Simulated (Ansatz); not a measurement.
# How fast states decay through Al2ZnSe2O2, part 3 of 3

Wanted: the relaxed cell of Al2ZnSe2O2, its band edges and its decay constants. It is built by putting O for S in the Al2ZnSe2S2 structure of space group C2, with the volume rescaled by atomic radii. The parent structure comes from the Materials Project.

Ansatz 0.2.0; r2SCAN DFT, plane waves, PAW files (the session's first sound run).

So far, gap on the k-mesh (eV): step 3 (the bulk crystal and its band edges) 0.957; step 4 (complex bands, plane (001)) 0.957.

The structure was built from a prototype and need not be the compound's stable phase.

## 6. Band edges at another level, cutoff 420 eV

This step: PBE DFT, plane waves, PAW files (Ansatz 0.2.0).

The edges again with PBE, at the same atoms. Against that run the cutoff is 420 eV against 500.

File input.yaml:

```yaml
crystal:
  lattice:
    - [3.504317645, -4.6550172436, 0.1064048597]
    - [3.504317645, 4.6550172436, 0.1064048597]
    - [-3.3741034588, 0.0, 3.7190011957]
  atoms:
    - { symbol: Al, position: [0.4702109592, 0.5297890408, 0.0] }
    - { symbol: Al, position: [0.2814231908, 0.7185768092, 0.5] }
    - { symbol: Zn, position: [0.9756322791, 0.0243677209, 0.0] }
    - { symbol: Se, position: [0.8600556565, 0.6017851412, 0.4913333523] }
    - { symbol: Se, position: [0.3982148588, 0.1399443435, 0.5086666477] }
    - { symbol: O, position: [0.5514731473, 0.7870105918, 0.8934570724] }
    - { symbol: O, position: [0.2129894082, 0.4485268527, 0.1065429276] }
kpoints:
  mp_grid: { grid: [6, 6, 6] }
  band_path: { path: [VBM, CBM], npoints: 30 }
scf:
  occupations: { method: fixed }
hamiltonian:
  xc: pbe
output:
  eigenvalues: true
```

Command:

```bash
$ ansatz run input.yaml --threads 2 --pin off --max-ram 4096MiB --backend cpu --events-out ev --progress --plain --runs-dir out
```

Numbers of over 12 decimals in the logs are rounded to 6 here.

The log of the run:

```text
[...]
Crystal: 7 atoms, lattice volume = 124.676 Å³
Basis set: ecut = 420 eV, 2425 PW (Γ)
Bands: 38, of which v1, the nominal top of the filled ones, is band 31 counted from 1 (30 counted from 0)
Symmetry: 2 space group operations
[...]
k-points: 68 of 216 (time reversal used)
[...]
SCF iter   1: F=—  HF=-16472.775922 eV  |F-HF|=—  |Δ(HF+E_count)|=         —  Δρ=1.97e-3  dr2=3.67e-3  ethr=1.77e-3  ⟨swp⟩=4.9  Hψ=9447  notcnv=0  defer=302
[...]
SCF iter   8: F=-16472.776532 eV  HF=-16472.776532 eV  |F-HF|=3.49e-8  |Δ(HF+E_count)|=   4.96e-9  Δρ=4.33e-6  dr2=2.97e-8  ethr=1.61e-10  ⟨swp⟩=9.6  Hψ=11033  notcnv=0
SCF 1 converged in 8 iterations: F = -16472.776532 eV  dr2 = 2.97e-8
[...]
SCF converged after 8 iterations
Free energy (F): -16472.776532 eV
[...]
Internal energy: -16472.776532 eV  (E = F + TS)
E sigma→0 (E₀):  -16472.776532 eV
Fermi energy:    6.607691 eV
[...]
--- Band table (eV; the first three rows and the last of 68) ---
  k-point 0: bands = [... 27 lower, 4.0889, 4.7945, 5.0809, 6.2449, 7.1134, 9.7051, 10.8344, 10.8546, ... 3 higher]
  k-point 1: bands = [... 27 lower, 4.0182, 4.1834, 4.7280, 6.2914, 7.7391, 10.7540, 10.8986, 11.3910, ... 3 higher]
  k-point 2: bands = [... 27 lower, 4.1552, 4.4760, 4.5751, 6.3914, 8.8564, 10.3191, 11.2089, 12.0554, ... 3 higher]
  k-point 67: bands = [... 27 lower, 4.3175, 4.3301, 5.3341, 6.6077, 7.8738, 10.5647, 10.8125, 12.1766, ... 3 higher]
```

Run time: 16 s. Hardware: 2 threads of AMD EPYC 9R45, shared host; peak memory 0.58 GiB; 32 s of CPU time.

This step gave:

| Quantity | Value |
| --- | --- |
| free energy | -16472.7765 eV |
| Fermi energy | 6.608 eV |
| gap on the k-mesh | 0.5057 eV |
| gap on path | 0.5057 eV, by band count; negative where bands overlap |
| direct gap on path | 0.8684 eV |

The electronic bands at the labelled points (eV, zero at the Fermi level (highest filled level under fixed occupations); v1 is the highest filled band, c1 the lowest empty one):

```tsv
point	v4	v3	v2	v1	c1	c2	c3	c4
VBM	-2.29	-2.28	-1.27	0.00	1.27	3.96	4.20	5.57
halfway	-2.30	-1.99	-1.82	-1.30	3.13	3.63	4.28	4.54
CBM	-2.52	-1.81	-1.53	-0.36	0.51	3.10	4.23	4.25
```

The searched edges give 0.506 eV, as on the mesh.

Between step 3 and this run (PBE and cutoff 420 eV) the value for the gap on the k-mesh moves from 0.957 eV to 0.506 eV.

## 7. Complex bands at another level, cutoff 420 eV

This step: PBE DFT, plane waves, PAW files; complex bands by layer matching along the plane's normal (Ansatz 0.2.0).

The complex bands at that level, over its own gap, at (0, 0) and (-0.5, -0.5).

Edit input.yaml of step 6 so:

```diff
@@ -2,5 +2,5 @@
   lattice:
-    - [3.504317645, -4.6550172436, 0.1064048597]
-    - [3.504317645, 4.6550172436, 0.1064048597]
-    - [-3.3741034588, 0.0, 3.7190011957]
+    - [5.827585237, 0.0, 0.0]
+    - [-1.609177902, 5.601008496, 0.0]
+    - [-1.961054197, -2.603798151, 3.819691829]
   atoms:
@@ -15,3 +15,2 @@
   mp_grid: { grid: [6, 6, 6] }
-  band_path: { path: [VBM, CBM], npoints: 30 }
 scf:
@@ -22 +21,6 @@
   eigenvalues: true
+  transmission:
+    leads: [[0, 0]]
+    kpoints: [[0.0, 0.0], [-0.5, -0.5]]
+    e_range: [-1.0, 1.51]
+    de: 0.06
```

The log of the run:

```text
[...]
Crystal: 7 atoms, lattice volume = 124.676 Å³
Basis set: ecut = 420 eV, 2425 PW (Γ)
Bands: 38, of which v1, the nominal top of the filled ones, is band 31 counted from 1 (30 counted from 0)
Symmetry: 2 space group operations
[...]
k-points: 68 of 216 (time reversal used)
[...]
SCF iter   1: F=—  HF=-16472.775923 eV  |F-HF|=—  |Δ(HF+E_count)|=         —  Δρ=1.97e-3  dr2=3.66e-3  ethr=1.77e-3  ⟨swp⟩=4.9  Hψ=9447  notcnv=0  defer=301
[...]
SCF iter   8: F=-16472.776531 eV  HF=-16472.776531 eV  |F-HF|=3.49e-8  |Δ(HF+E_count)|=   3.84e-9  Δρ=4.34e-6  dr2=2.97e-8  ethr=1.61e-10  ⟨swp⟩=9.6  Hψ=11082  notcnv=0
SCF 1 converged in 8 iterations: F = -16472.776531 eV  dr2 = 2.97e-8
[...]
transmission: 5 of 10 steps passed
transmission: 10 of 10 steps passed
SCF converged after 8 iterations
Free energy (F): -16472.776531 eV
[...]
Internal energy: -16472.776531 eV  (E = F + TS)
E sigma→0 (E₀):  -16472.776531 eV
Fermi energy:    6.607691 eV
[...]
--- Band table (eV; the first three rows and the last of 68) ---
  k-point 0: bands = [... 27 lower, 4.0889, 4.7945, 5.0809, 6.2449, 7.1134, 9.7051, 10.8344, 10.8546, ... 3 higher]
  k-point 1: bands = [... 27 lower, 4.0182, 4.1834, 4.7280, 6.2914, 7.7391, 10.7540, 10.8986, 11.3910, ... 3 higher]
  k-point 2: bands = [... 27 lower, 4.1552, 4.4760, 4.5751, 6.3914, 8.8564, 10.3191, 11.2089, 12.0554, ... 3 higher]
  k-point 67: bands = [... 27 lower, 4.3175, 4.3301, 5.3341, 6.6077, 7.8738, 10.5647, 10.8125, 12.1766, ... 3 higher]
--- Transmission ---
  basis      : 289 plane waves across, 5 finite elements along
  points     : 2, as listed
[...]
channels       : 0.000000e0 a spin
[...]
slowest decay  : 0.1223 /Å at (0.0000, 0.0000)
```

The job ended after 19 s (2 threads; peak memory 0.99 GiB).

Numbers from this step:

```
level to which the leads are filled                       : 0.2528 eV from the Fermi level
decay constant at the filling level, zone centre          : 0.1223 Å⁻¹
decay constant at the filling level, slowest listed point : 0.1223 Å⁻¹
```

K parallel (0, 0); values up to 1.5 1/Å, a degenerate pair printed once or twice; energies at which all values exceed this have no row. Table of Im kz of the slowest decaying states by energy, zero at the highest filled level on the SCF mesh:

```tsv
energy (eV)	decay 1 (Å⁻¹)	decay 2 (Å⁻¹)	decay 3 (Å⁻¹)	decay 4 (Å⁻¹)
-1.000	0.0922	0.141	0.483	0.689
-0.820	0.130	0.154	0.476	0.691
-0.640	0.155	0.163	0.471	0.552
-0.460	0.167	0.173	0.370	0.431
-0.280	0.166	0.185	0.428	0.741
-0.100	0.160	0.227	0.411	0.753
0.020	0.153	0.218	0.373	0.398
0.080	0.147	0.219	0.391	0.412
0.200	0.132	0.222	0.377	0.458
0.380	0.0927	0.227	0.355	0.492
0.560	0.231	0.334	0.507	0.782
0.740	0.233	0.314	0.512	0.793
0.920	0.235	0.296	0.511	0.797
1.100	0.235	0.281	0.506	0.778
1.280	0.234	0.267	0.498	0.767
1.460	0.232	0.254	0.487	0.760
```

K parallel (0, 0). Table of Re kz of states that move upwards, channel 1 by energy, zero at the highest filled level on the SCF mesh:

```tsv
energy (eV)	Re kz of states that move upwards, channel 1 (Å⁻¹)
-1.000	-
-0.880	-
-0.760	-
-0.640	-
-0.520	-
-0.400	-
-0.280	0.378
-0.160	-
-0.040	-
0.020	-
0.080	-
0.200	-
0.260	-
0.380	-
0.500	-
0.620	0.0986
0.740	0.148
0.860	0.190
0.980	0.229
1.100	0.265
1.220	0.299
1.340	0.332
1.460	0.364
```

K parallel (-0.5, -0.5); values up to 1.5 1/Å, a degenerate pair printed once or twice; energies at which all values exceed this have no row. Table of Im kz of the slowest decaying states by energy, zero at the highest filled level on the SCF mesh:

```tsv
energy (eV)	decay 1 (Å⁻¹)	decay 2 (Å⁻¹)	decay 3 (Å⁻¹)	decay 4 (Å⁻¹)
-1.000	0.139	0.181	0.502	0.513
-0.880	0.162	0.199	0.462	0.499
-0.820	0.171	0.206	0.452	0.497
-0.700	0.187	0.221	0.436	0.488
-0.580	0.200	0.238	0.424	0.446
-0.520	0.206	0.253	0.385	0.418
-0.400	0.215	0.248	0.408	0.508
-0.340	0.186	0.219	0.403	0.503
-0.220	0.217	0.226	0.393	0.496
-0.100	0.230	0.231	0.382	0.490
-0.040	0.231	0.235	0.377	0.486
0.020	0.121	0.230	0.238	0.372
0.080	0.232	0.240	0.366	0.480
0.200	0.241	0.244	0.339	0.352
0.260	0.239	0.245	0.355	0.369
0.380	0.236	0.247	0.342	0.430
0.500	0.230	0.248	0.332	0.454
0.560	0.226	0.248	0.327	0.450
0.680	0.215	0.248	0.319	0.441
0.800	0.199	0.248	0.312	0.432
0.860	0.188	0.247	0.310	0.427
0.980	0.163	0.245	0.305	0.417
1.040	0.146	0.244	0.302	0.411
1.160	0.102	0.242	0.299	0.400
1.280	0.239	0.295	0.388	0.592
1.340	0.237	0.293	0.381	0.588
1.460	0.233	0.290	0.368	0.581
```

At the listed wavevectors the last open channel is at -0.04 eV and the next at +0.56 eV on the grid. At +0.26 eV, the grid energy nearest the filling level (the middle of the gap on the SCF mesh), the slowest state at the listed wavevectors decays with κ = 0.122 Å⁻¹, its amplitude falling by e over 8.2 Å; the first such run, plane (001), gave 0.168 Å⁻¹.

## 8. A check of the settings

This step: r2SCAN DFT, plane waves, PAW files; complex bands by layer matching along the plane's normal; changed: output.transmission.de = 1.0, output.transmission.e_range = [-2, 2], scf.max_iter = 60 (Ansatz 0.2.0).

This run repeats an earlier one, its twin (the complex run, plane (001)), with three settings changed (output.transmission.e_range, output.transmission.de, scf.max_iter; files written aside). The setting was drawn as a possible misstep, on purpose. Where the input is shown as a difference, that is against the step before, not the twin.

Edit input.yaml of step 7 so:

```diff
@@ -17,4 +17,5 @@
   occupations: { method: fixed }
+  max_iter: 60
 hamiltonian:
-  xc: pbe
+  xc: r2scan
 output:
@@ -24,3 +25,3 @@
     kpoints: [[0.0, 0.0], [-0.5, -0.5]]
-    e_range: [-1.0, 1.51]
-    de: 0.06
+    e_range: [-2, 2]
+    de: 1.0
```

The log of the run:

```text
[...]
Crystal: 7 atoms, lattice volume = 124.676 Å³
Basis set: ecut = 500 eV, 3143 PW (Γ), exchange–correlation on 180×180×160 points (64 copies of the dense FFT grid, shifted against one another)
Bands: 38, of which v1, the nominal top of the filled ones, is band 31 counted from 1 (30 counted from 0)
Symmetry: 2 space group operations
[...]
k-points: 68 of 216 (time reversal used)
[...]
SCF iter   1: F=—  HF=-16506.646073 eV  |F-HF|=—  |Δ(HF+E_count)|=         —  Δρ=1.04e-2  dr2=1.03e-1  dr2_τ=1.88e-1  ethr=1.77e-3  ⟨swp⟩=4.7  Hψ=9479  notcnv=0  defer=301
[...]
SCF iter   8: F=-16506.763452 eV  HF=-16506.763452 eV  |F-HF|=2.61e-9  |Δ(HF+E_count)|=   8.14e-8  Δρ=4.10e-6  dr2=3.06e-8  dr2_τ=4.80e-10  ethr=1.61e-10  ⟨swp⟩=9.2  Hψ=9750  notcnv=0
SCF 1 converged in 8 iterations: F = -16506.763452 eV  dr2 = 3.06e-8
[...]
transmission: 6 of 12 steps passed
transmission: 12 of 12 steps passed
SCF converged after 8 iterations
Free energy (F): -16506.763452 eV
[...]
Internal energy: -16506.763452 eV  (E = F + TS)
E sigma→0 (E₀):  -16506.763452 eV
Fermi energy:    6.347281 eV
[...]
--- Band table (eV; the first three rows and the last of 68) ---
  k-point 0: bands = [... 27 lower, 3.7357, 4.4351, 4.7558, 5.9733, 7.3047, 9.8907, 10.9965, 11.1462, ... 3 higher]
  k-point 1: bands = [... 27 lower, 3.6862, 3.8414, 4.3688, 6.0227, 7.8991, 10.9986, 11.1372, 11.6618, ... 3 higher]
  k-point 2: bands = [... 27 lower, 3.8011, 4.1279, 4.2569, 6.1290, 9.0334, 10.5448, 11.5041, 12.3739, ... 3 higher]
  k-point 67: bands = [... 27 lower, 3.9412, 3.9476, 5.0307, 6.3473, 8.0540, 10.8665, 11.0471, 12.5784, ... 3 higher]
--- Transmission ---
  basis      : 337 plane waves across, 6 finite elements along
  points     : 2, as listed
[...]
channels       : 0.000000e0 a spin
[...]
slowest decay  : 0.0050 /Å at (-0.5000, -0.5000)
```

Wall time 16 s (2 threads); peak memory 1.3 GiB.

Residual by cycle:

cycle, log10 residual and a bar from the least value:
```
        1       -1.0 ##############################
        2       -1.8 ##########################
        3       -2.2 ########################
        4       -3.4 ###################
        5       -4.3 ###############
        6       -5.1 ###########
        7       -6.7 ####
        8       -7.5
```

The run finished. A setting was moved off its sound value on purpose, so it serves as a test and not as the result.

The fault put into the input: an energy step too wide for a conductance (output.transmission.de = 1.0 and output.transmission.e_range = [-2, 2]).

## 9. What came out

```json
{
  "band gap": "0.957 eV",
  "least decay constant at mid-gap, normal to (001)": "0.168 Å⁻¹",
  "least decay constant at mid-gap, normal to (010)": "0.140 Å⁻¹",
  "least decay constant, PBE": "0.122 Å⁻¹"
}
```

**Reading.** With r2SCAN, the slowest decay at the wavevectors tried is κ = 0.140 Å⁻¹, normal to (010). Through such a film the transmission near mid-gap falls as exp(−2κd), a factor of ten every 8.3 Å. The decay depends on direction: 1.2 times faster normal to (001). A free electron under a barrier of half the gap would need a mass of 0.15 mₑ to decay at this rate. With PBE the gap goes from 0.957 to 0.506 eV and the decay constant, over the first 2 listed wavevectors, from 0.168 to 0.122 Å⁻¹. The compound is made up by substitution; its stability against other phases and against distortions of the cell's symmetry was not tested. r2SCAN still narrows gaps, if less than LDA and GGA do, so real decay constants are likely larger.

[Logs are printed without paths, hosts, clocks, repeated set-up lines and the standing remarks that a program may print on its own settings, such as how far it seeks lower states.]

[Hosts, paths, dates, database ids (printed as entryN), source tags and the programs' standing remarks are cut or masked in the printed files.]
